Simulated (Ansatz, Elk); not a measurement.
# Ca6SnW: X-ray structure factors from the self-consistent density

The structure of Ca6SnW used here is made up (a known structure type with other elements) and was relaxed beforehand with PBEsol. The aim is the Fourier transform of its all-electron density, F(hkl), set beside the sum over free spherical atoms that refinements use.

Main program and level: Elk 11.2.3 (patched build); DFT, PBE, all-electron APW+lo, Dirac cores, scalar-relativistic bands, static density, no spin.

The structure was built from a prototype and need not be the compound's stable phase.

### 1. The structure

The structure is orthorhombic, space group Amm2 (No. 38). The conventional cell has a = 5.127 Å, b = 9.637 Å, c = 9.606 Å, α = 90.00°, β = 90.00°, γ = 90.00°. W has 8 Ca at 3.16 to 3.35 Å nearest. Nearest to Sn lie 8 Ca at 3.18 to 3.46 Å. Nearest to Ca lie 2 Sn at 3.20 Å and 8 Ca at 3.48 to 3.53 Å. Nearest to Ca lie 2 Sn at 3.18 Å and 2 Ca at 3.26 Å and 2 W at 3.35 Å. Nearest to Ca lie 2 W at 3.16 Å and 6 Ca at 3.26 to 3.53 Å. Nearest to Ca lie 1 W at 3.20 Å and 2 Sn at 3.37 to 3.46 Å and 4 Ca at 3.48 to 3.49 Å. Farther neighbours are not listed.

### 2. Ground state and structure factors

An all-electron density is needed, since X-rays see the cores too. Task 0 finds the density and task 195 Fourier-transforms it; tshift is off so that phases refer to the origin typed.

elk.in reads:

```
tasks
  0
  195

xctype
  20

spinpol
  .false.

rgkmax
  7.0

gmaxvr
  14.0

lmaxo
  7

lmaxapw
  8

swidth
  0.002

tshift
  .false.

ramdisk
  .false.

hmaxvr
  5.5

maxscl
  120

epspot
  1e-06

sppath
  './'

avec
  9.68914253545 0.00000000000 0.00000000000
  0.00000000000 9.10521180222 9.07678673618
  0.00000000000 -9.10521180222 9.07678673618

atoms
  3
  'W.in'
  1
  0.5000000000 0.1841638936 0.1841638936   0.000000 0.000000 0.000000
  'Sn.in'
  1
  0.5000000000 0.6048412821 0.6048412821   0.000000 0.000000 0.000000
  'Ca.in'
  6
  0.0000000000 0.8044724096 0.8044724096   0.000000 0.000000 0.000000
  0.0000000000 0.4088720882 0.4088720882   0.000000 0.000000 0.000000
  -0.0000000000 0.3038476097 0.9409179988   0.000000 0.000000 0.000000
  -0.0000000000 0.9409179988 0.3038476097   0.000000 0.000000 0.000000
  0.5000000000 0.1118636475 0.6491210707   0.000000 0.000000 0.000000
  0.5000000000 0.6491210707 0.1118636475   0.000000 0.000000 0.000000

ngridk
  5 4 4
```

On the command line:

```console
> OMP_NUM_THREADS=4 elk
```

Numbers of over 12 decimals in the logs are rounded to 6 here.

The log of the run:

```text
┌─────────────────────────┐
│ Elk code version 11.2.3 │
└─────────────────────────┘

All units are atomic (Hartree, Bohr, etc.)

┌─────────────────────────────────────────────────┐
│ Ground-state run starting from atomic densities │
└─────────────────────────────────────────────────┘

Lattice vectors :
   9.689142535       0.000000000       0.000000000
   0.000000000       9.105211802       9.076786736
   0.000000000      -9.105211802       9.076786736

Reciprocal lattice vectors :
  0.6484769198       0.000000000      -0.000000000
  -0.000000000      0.3450323531      0.3461128640
   0.000000000     -0.3450323531      0.3461128640

Unit cell volume      :    1601.539021
Brillouin zone volume :   0.1548824038

Muffin-tin inner radius fraction :   0.1000000000E-01

Nuclei treated as point charges

Species : 1 (W)
 parameters loaded from : W.in
 name : tungsten
 nuclear charge    :   -74.00000000
 electronic charge :    74.00000000
 atomic mass :    335119.8193
 muffin-tin radius :    2.800000000
 number of radial points in muffin-tin :   1393
 inner part over the whole radius :   0.9904299836E-02
 number on inner part of muffin-tin    :    999
 approximate nuclear radius :   0.1010025921E-03
 number of mesh points to nuclear radius :    520
 atomic positions (lattice), magnetic fields (Cartesian) :
  1 :   0.50000000  0.18416389  0.18416389    0.00000000  0.00000000  0.00000000

Species : 2 (Sn)
 parameters loaded from : Sn.in
 name : tin
 nuclear charge    :   -50.00000000
 electronic charge :    50.00000000
 atomic mass :    216395.0922
 muffin-tin radius :    2.600000000
 number of radial points in muffin-tin :   1193
 inner part over the whole radius :   0.9914297220E-02
 number on inner part of muffin-tin    :    850
 approximate nuclear radius :   0.8828114845E-04
 number of mesh points to nuclear radius :    428
 atomic positions (lattice), magnetic fields (Cartesian) :
  1 :   0.50000000  0.60484128  0.60484128    0.00000000  0.00000000  0.00000000

Species : 3 (Ca)
 parameters loaded from : Ca.in
 name : calcium
 nuclear charge    :   -20.00000000
 electronic charge :    20.00000000
 atomic mass :    73057.72475
 muffin-tin radius :    2.400000000
 number of radial points in muffin-tin :    993
 inner part over the whole radius :   0.9970789793E-02
 number on inner part of muffin-tin    :    698
 approximate nuclear radius :   0.6614485811E-04
 number of mesh points to nuclear radius :    321
 atomic positions (lattice), magnetic fields (Cartesian) :
  1 :   0.00000000  0.80447241  0.80447241    0.00000000  0.00000000  0.00000000
  2 :   0.00000000  0.40887209  0.40887209    0.00000000  0.00000000  0.00000000
  3 :   0.00000000  0.30384761  0.94091800    0.00000000  0.00000000  0.00000000
  4 :   0.00000000  0.94091800  0.30384761    0.00000000  0.00000000  0.00000000
  5 :   0.50000000  0.11186365  0.64912107    0.00000000  0.00000000  0.00000000
  6 :   0.50000000  0.64912107  0.11186365    0.00000000  0.00000000  0.00000000

Total number of atoms per unit cell :    8
Total muffin-tin volume :    513.0095140
 ratio of muffin-tin to unit cell volume :   0.3203228314

Spin treatment :
 spin-unpolarised

Number of Bravais lattice symmetries :    8
Number of crystal symmetries         :    4
Crystal has no inversion symmetry
Complex Hermitian eigensolver will be used

k-point grid :      5     4     4
k-point offset :    0.000000000       0.000000000       0.000000000
k-point set is reduced with full crystal symmetry group
Total number of k-points :       30

Muffin-tin radius times maximum |G+k| :    7.000000000
 using average radius
Maximum |G+k| for APW functions       :    2.828282828
Maximum (1/2)|G+k|²                   :    3.999591878
Maximum |G| for potential and density :    14.00000000
Constant for pseudocharge density :   10
 order of it for each species :   17  17  17
 order of it for pair densities of each species (exact exchange by exxq0 0: 18) :   13  11   9
Radial integration step length :    1

[...]
xc potential                :     -944.99803258054
 exchange                    :     -695.85189362078
 correlation                 :     -12.105789533969
 electron entropic           :    -0.16761058141509E-02
 total energy                :     -26428.378997560

Density of states at Fermi energy :    118.8642634
 (states/Hartree/unit cell)

Estimated indirect band gap :   0.5385028094E-03
 from k-point 7 to k-point 19
Estimated direct band gap   :   0.6957399909E-02
 at k-point 19

Charges :
 core                        :    136.0000000
 valence                     :    108.0000000
 interstitial                :    13.66562270
 muffin-tins (core leakage)
  species : 1 (W)
[...]
species : 2 (Sn)
[...]
species : 3 (Ca)
[...]
total in muffin-tins        :    230.3343773
 total calculated charge     :    243.9998996
 total charge                :    244.0000000
 error                       :   0.1003751551E-03

RMS change in Kohn-Sham potential (target) :   0.2628769194     (  0.1000000000E-05)
Absolute change in total energy (target)   :   0.3469659029     (  0.1000000000E-03)

[... loops 3 to 17 left out ...]

┌──────────────────┐
│ Loop number : 18 │
└──────────────────┘

Energies :
 Fermi                       :     0.178350
 sum of occupied eigenvalues :     -16024.121404428
 electron kinetic            :      28833.253694834
 core electron kinetic       :      27688.083422589
 Coulomb                     :     -54553.003011729
 Coulomb potential           :     -43934.940374406
 nuclear-nuclear             :     -2136.4134254708
 electron-nuclear            :     -60936.832403403
 Hartree                     :      8520.2428171447
 Madelung                    :     -32585.532824526
 xc potential                :     -922.43472485591
 exchange                    :     -695.64504080498
 correlation                 :     -12.102109677854
 electron entropic           :    -0.28354761028491E-02
 total energy                :     -26427.499302854

Density of states at Fermi energy :    211.0926536
 (states/Hartree/unit cell)

Estimated indirect band gap :   0.1298416246E-02
 from k-point 23 to k-point 28
Estimated direct band gap   :   0.4858171747E-02
 at k-point 23

Charges :
 core                        :    136.0000000
 valence                     :    108.0000000
 interstitial                :    14.06582046
 muffin-tins (core leakage)
  species : 1 (W)
[...]
species : 2 (Sn)
[...]
species : 3 (Ca)
[...]
total in muffin-tins        :    229.9341795
 total calculated charge     :    243.9999038
 total charge                :    244.0000000
 error                       :   0.9620657411E-04

RMS change in Kohn-Sham potential (target) :   0.3697121117E-06 (  0.1000000000E-05)
Absolute change in total energy (target)   :   0.7343892503E-04 (  0.1000000000E-03)

Convergence targets achieved

┌──────────────────┐
│ Loop number : 19 │
└──────────────────┘

Energies :
 Fermi                       :     0.178350
 sum of occupied eigenvalues :     -16024.121389129
 electron kinetic            :      28833.253693526
 core electron kinetic       :      27688.083417579
 Coulomb                     :     -54553.003011271
 Coulomb potential           :     -43934.940358441
 nuclear-nuclear             :     -2136.4134254708
 electron-nuclear            :     -60936.832418856
 Hartree                     :      8520.2428330557
 Madelung                    :     -32585.532832051
 xc potential                :     -922.43472421442
 exchange                    :     -695.64504095005
 correlation                 :     -12.102109683691
 electron entropic           :    -0.28354716698941E-02
 total energy                :     -26427.499303851

Density of states at Fermi energy :    211.0922756
 (states/Hartree/unit cell)

Estimated indirect band gap :   0.1298417194E-02
 from k-point 23 to k-point 28
Estimated direct band gap   :   0.4858170264E-02
 at k-point 23

Charges :
 core                        :    136.0000000
 valence                     :    108.0000000
 interstitial                :    14.06582014
 muffin-tins (core leakage)
  species : 1 (W)
[...]
species : 2 (Sn)
[...]
species : 3 (Ca)
[...]
atom 4                    :    18.22259611     ( -0.1986785030E-06)
   atom 5                    :    18.18018492     ( -0.1987330975E-06)
   atom 6                    :    18.18018492     ( -0.1987330975E-06)
 total in muffin-tins        :    229.9341799
 total calculated charge     :    243.9999038
 total charge                :    244.0000000
 error                       :   0.9620650778E-04

┌──────────────────────────────┐
│ Self-consistent loop stopped │
└──────────────────────────────┘

Wrote STATE.OUT
```

Wall time 83 s (4 threads of AMD EPYC 9B45 (Zen 5), shared host); peak memory 0.46 GiB.

SFACRHO.OUT:

```text

h k l indices transformed by vhmat matrix:
   1.000000000       0.000000000       0.000000000    
   0.000000000       1.000000000       0.000000000    
   0.000000000       0.000000000       1.000000000    

      h      k      l  multipl.   |H|            Re(F)            Im(F)           |F|

      0      0      0      1   0.0000000       244.00000      0.18941407E-15   244.00000    
      0      0     -1      2  0.48871407      -4.1770757      -36.813775       37.049993    
      0      1      0      2  0.48871407      -4.1770757       36.813775       37.049993    
     -1      0      0      2  0.64847692      -81.650939     -0.17566241E-13   81.650939    
      0      1     -1      2  0.69006471       94.501073     -0.20836705E-14   94.501073    
      0     -1     -1      1  0.69222573      -38.420872      -69.357370       79.288134    
      0      1      1      1  0.69222573      -38.420872       69.357370       79.288134    
     -1     -1      0      4  0.81201216       6.9963252       29.135378       29.963625    
      1      0      1      4  0.81201216       6.9963252      -29.135378       29.963625    
      1     -1      1      4  0.94694858      -68.184631      0.83346820E-14   68.184631    
     -1     -1     -1      2  0.94852452       27.164221       52.275230       58.911752    
     -1      1      1      2  0.94852452       27.164221      -52.275230       58.911752    
      0      0      2      2  0.97742813      -42.463107       76.744829       87.709088    
      0     -2      0      2  0.97742813      -42.463107      -76.744829       87.709088    
      0     -2      1      2   1.0914303      -44.217249      -13.857614       46.337874    
      0      2     -1      2   1.0914303      -44.217249       13.857614       46.337874    
      0     -1     -2      2   1.0941638      -66.359959       30.309843       72.954306    
      0      2      1      2   1.0941638      -66.359959      -30.309843       72.954306
```

Elk indexes on the primitive cell of elk.in and gives |H| = 4π sin θ/λ in inverse bohr. Below, one row stands for each form hkl of the conventional cell (m members, Friedel mates merged), F is for one primitive cell and the density is static (no thermal factor). Free-atom factors are Waasmaier and Kirfel's, and R is Σm||F|−|F'||/Σm|F|.

| hkl | m | sin θ/λ (Å⁻¹) | abs F, DFT | neutral atoms | diff. | abs of complex diff. |
| --- | --- | --- | --- | --- | --- | --- |
| 011 | 4 | 0.073 | 37.050 | 36.846 | +0.204 | 0.214 |
| 100 | 2 | 0.098 | 81.651 | 81.654 | -0.003 | 0.003 |
| 020 | 2 | 0.104 | 94.501 | 94.208 | +0.293 | 0.293 |
| 002 | 2 | 0.104 | 79.288 | 79.193 | +0.095 | 0.205 |
| 111 | 8 | 0.122 | 29.964 | 30.078 | -0.114 | 0.151 |
| 120 | 4 | 0.142 | 68.185 | 68.337 | -0.152 | 0.152 |
| 102 | 4 | 0.143 | 58.912 | 59.046 | -0.134 | 0.138 |
| 022 | 4 | 0.147 | 87.709 | 87.673 | +0.036 | 0.118 |
| 031 | 4 | 0.164 | 46.338 | 46.223 | +0.115 | 0.428 |
| 013 | 4 | 0.165 | 72.954 | 73.090 | -0.136 | 0.148 |
| 122 | 8 | 0.176 | 161.835 | 161.846 | -0.011 | 0.104 |
| 131 | 8 | 0.191 | 66.240 | 66.267 | -0.027 | 0.128 |
| 113 | 8 | 0.191 | 95.411 | 95.486 | -0.075 | 0.156 |
| 200 | 2 | 0.195 | 189.835 | 190.082 | -0.247 | 0.247 |
| 040 | 2 | 0.207 | 150.873 | 150.908 | -0.035 | 0.035 |
| 004 | 2 | 0.208 | 110.406 | 110.418 | -0.012 | 0.017 |
| 211 | 8 | 0.208 | 32.525 | 32.720 | -0.195 | 0.206 |
| 033 | 4 | 0.221 | 54.850 | 55.108 | -0.257 | 0.298 |
| 220 | 4 | 0.221 | 82.328 | 82.952 | -0.624 | 0.624 |
| 202 | 4 | 0.221 | 69.659 | 70.197 | -0.537 | 0.543 |
| 140 | 4 | 0.229 | 99.688 | 100.207 | -0.519 | 0.519 |
| 104 | 4 | 0.230 | 59.502 | 59.582 | -0.080 | 0.234 |

### 3. The highest occupied states alone

An energy window below the Fermi level keeps the highest occupied states, to see at which angles they scatter; shallow core shells can lie inside it and anion s states outside. No new self-consistency is needed.

elk.in, as its differences from that of step 2:

```diff
@@ -1,3 +1,2 @@
 tasks
-  0
   195
@@ -40,2 +39,5 @@
 
+wsfac
+  -0.189140 0.478350
+
 sppath
```

On the command line:

```console
> OMP_NUM_THREADS=4 elk
```

The log of the run:

```text
┌─────────────────────────────────┐
│ Elk code version 11.2.3 started │
└─────────────────────────────────┘

Info(readinput): the functional depends on the density's gradient
 muffin-tin radial points multiplied by    2.00000
 (not where nrmtscf is given)

┌────────────────────┐
│ Current task : 195 │
└────────────────────┘

Info(sfacrho): density structure factors written to SFACRHO.OUT

 Energy window :  -0.1891400000      0.4783500000

┌──────────────────┐
│ Elk code stopped │
└──────────────────┘
```

It took 18 s on 4 threads; peak memory 0.27 GiB; 21 s of CPU time.

States within 10 eV below the Fermi level hold 22.00 electrons; any levels below the window count with the cores. Their amplitudes can exceed the total, where window and core parts have opposite phase:

| hkl | sin θ/λ (Å⁻¹) | abs F, window | abs F, all |
| --- | --- | --- | --- |
| 011 | 0.073 | 2.713 | 37.050 |
| 100 | 0.098 | 4.864 | 81.651 |
| 020 | 0.104 | 5.262 | 94.501 |
| 002 | 0.104 | 4.404 | 79.288 |
| 111 | 0.122 | 1.528 | 29.964 |
| 120 | 0.142 | 2.989 | 68.185 |
| 102 | 0.143 | 2.693 | 58.912 |
| 022 | 0.147 | 2.775 | 87.709 |
| 031 | 0.164 | 0.815 | 46.338 |
| 013 | 0.165 | 1.653 | 72.954 |

### 4. Another functional

The difference from free atoms is small, so it is set against the change that PBEsol makes.

elk.in, as its differences from that of step 3:

```diff
@@ -1,2 +1,3 @@
 tasks
+  0
   195
@@ -4,3 +5,3 @@
 xctype
-  20
+  22
 
@@ -39,5 +40,2 @@
 
-wsfac
-  -0.189140 0.478350
-
 sppath
```

On the command line:

```console
> OMP_NUM_THREADS=4 elk
```

The log of the run:

```text
┌─────────────────────────┐
│ Elk code version 11.2.3 │
└─────────────────────────┘

All units are atomic (Hartree, Bohr, etc.)

┌─────────────────────────────────────────────────┐
│ Ground-state run starting from atomic densities │
└─────────────────────────────────────────────────┘

Lattice vectors :
   9.689142535       0.000000000       0.000000000
   0.000000000       9.105211802       9.076786736
   0.000000000      -9.105211802       9.076786736

Reciprocal lattice vectors :
  0.6484769198       0.000000000      -0.000000000
[...]
interstitial                :    14.06873673
 muffin-tins (core leakage)
  species : 1 (W)
[...]
species : 2 (Sn)
[...]
species : 3 (Ca)
[...]
atom 5                    :    18.17828320     ( -0.1984900191E-06)
   atom 6                    :    18.17828320     ( -0.1984900191E-06)
 total in muffin-tins        :    229.9312633
 total calculated charge     :    243.9999035
 total charge                :    244.0000000
 error                       :   0.9648169541E-04

┌──────────────────────────────┐
│ Self-consistent loop stopped │
└──────────────────────────────┘

Wrote STATE.OUT
[key lines of the parts left out:]
total energy                :     -26414.933813545
```

Run time: 82 s. Hardware: 4 threads; peak memory 0.46 GiB; 4.3 min of CPU time.

Against the first run R = 0.01 %; the largest change is -0.038 at 035.

### 5. A coarser k-mesh

About half the k-points along each axis test the sampling.

elk.in, as its differences from that of step 4:

```diff
@@ -5,3 +5,3 @@
 xctype
-  22
+  20
 
@@ -66,2 +66,2 @@
 ngridk
-  5 4 4
+  2 2 2
```

On the command line:

```console
> OMP_NUM_THREADS=4 elk
```

The log of the run:

```text
┌─────────────────────────┐
│ Elk code version 11.2.3 │
└─────────────────────────┘

All units are atomic (Hartree, Bohr, etc.)

┌─────────────────────────────────────────────────┐
│ Ground-state run starting from atomic densities │
└─────────────────────────────────────────────────┘

Lattice vectors :
   9.689142535       0.000000000       0.000000000
   0.000000000       9.105211802       9.076786736
   0.000000000      -9.105211802       9.076786736

Reciprocal lattice vectors :
  0.6484769198       0.000000000      -0.000000000
[...]
interstitial                :    14.04289316
 muffin-tins (core leakage)
  species : 1 (W)
[...]
species : 2 (Sn)
[...]
species : 3 (Ca)
[...]
atom 5                    :    18.18125107     ( -0.1987345328E-06)
   atom 6                    :    18.18125107     ( -0.1987345328E-06)
 total in muffin-tins        :    229.9571068
 total calculated charge     :    243.9998918
 total charge                :    244.0000000
 error                       :   0.1082014633E-03

┌──────────────────────────────┐
│ Self-consistent loop stopped │
└──────────────────────────────┘

Wrote STATE.OUT
[key lines of the parts left out:]
total energy                :     -26427.500659002
```

It took 38 s on 4 threads; peak memory 0.4 GiB; 80 s of CPU time.

Against the first run R = 0.02 %; the largest change is -0.111 at 200.

### 6. Settings against the effect

| run | R against the first run (%) | R against neutral atoms, low angle (%) | wall time |
| --- | --- | --- | --- |
| PBE, rgkmax 7 | 0.00 | 0.24 | 83 s |
| PBEsol | 0.01 | 0.24 | 82 s |
| k-mesh 2×2×2 | 0.02 | 0.25 | 38 s |

### 7. Outcome

| Item | Value |
| --- | --- |
| R against neutral atoms, sin θ/λ < 0.3 Å⁻¹ | 0.24 % |
| R against neutral atoms, 0.3 to 0.48 Å⁻¹ | 0.08 % |

What this shows: Independent neutral atoms miss the calculated amplitudes by R = 0.24 % below 0.3 Å⁻¹ and 0.08 % from there to 0.48 Å⁻¹; by shells, 0.22 % below 0.15 Å⁻¹ (8 forms), 0.25 % 0.15 to 0.3 (31 forms), 0.08 % 0.3 to 0.45 (86 forms), 0.08 % above 0.45 (24 forms). Bonding, aspherical density and the tables' own atoms all enter these figures, and the runs don't part them. The largest change of an amplitude is -0.62 electrons, at 220. R counts amplitudes alone; phases shift too. The window's part falls from 22.0 electrons at the origin to at most 0.22 between 0.45 and 0.48 Å⁻¹. Below 0.3 Å⁻¹ the changes that finished (PBEsol and k-mesh 2×2×2) move F by R = 0.02 % at most, against the 0.24 % that separates it from free atoms. The basis has no finished test. These runs have no spin, though d or f shells may be open. Spin-orbit coupling is left out, which can matter for elements this heavy. Part of the difference isn't bonding: the tables are fits to free atoms and ions calculated by other methods than this functional. Thermal motion, anomalous dispersion and extinction are left out.

[Logs are printed without paths, hosts, clocks, repeated set-up lines and the standing remarks that a program may print on its own settings, such as how far it seeks lower states.]

[Hosts, paths, dates, database ids (printed as entryN), source tags and the programs' standing remarks are cut or masked in the printed files.]
